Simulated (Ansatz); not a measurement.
LaGaO3 (R-3c), computed twice by G0W0.

```xyz
10
Lattice="2.7715 1.6001 4.4776 -2.7715 1.6001 4.4776 0.0000 -3.2002 4.4776" Properties=species:S:1:pos:R:3 pbc="T T T"
La    0.0000    0.0000    3.3582
La    0.0000    0.0000   10.0746
Ga    0.0000    0.0000    0.0000
Ga    0.0000    0.0000    6.7164
O     0.3038    1.6001    7.8358
O    -1.5376   -0.5370    7.8358
O     1.2338   -1.0631    7.8358
O    -0.3038   -1.6001    5.5970
O     1.5376    0.5370    5.5970
O    -1.2338    1.0631    5.5970
```

The cell and positions come from the Crystallography Open Database and are kept as given unless a step says otherwise. Spin-orbit coupling is left out unless a run names it.

The first (Ansatz 0.2.0; start r2SCAN, 4×4×4 mesh, 708 empty bands, screening to 190 eV, hard PAW files; 1 × NVIDIA H100 80GB HBM3 (shared by 3 runs) with 4 threads of AMD EPYC 7R13 (Zen 3), shared host) gave, on its mesh: starting gap 4.37 eV, G0W0 gap 5.67 eV, RPA ε∞ (mean) 4.36, 2 min.

The second changes empty bands from 708 to 1200 and screening cutoff (eV) from 190.0 to 270.0. What does it give?

It gave: starting gap 4.37 eV, G0W0 gap 5.70 eV, RPA ε∞ (mean) 4.35, 3.7 min. The G0W0 gap moves by +0.04 eV, +0.00 eV from the start and +0.04 eV from the correction. Σc changes by −0.18 eV at the valence top and −0.14 eV at the conduction bottom, and Σx − Vxc between them by +0.00 eV.

Limits: not at the basis limit; f levels unsure; no spin-orbit coupling.

[Paths, hosts, dates, memory and timing lines, banners, echoed tables and standing remarks are left out of the program output.]

[Logs are printed without paths, hosts, clocks, repeated set-up lines and the standing remarks that a program may print on its own settings, such as how far it seeks lower states.]

[Runs of the session that timed out or met a known fault of the program may be left out.]

[Cells called generated may have been cut or substituted from an entry of the Crystallography Open Database or the Materials Project.]

[Hosts, paths, dates, database ids (printed as entryN), source tags and the programs' standing remarks are cut or masked in the printed files.]
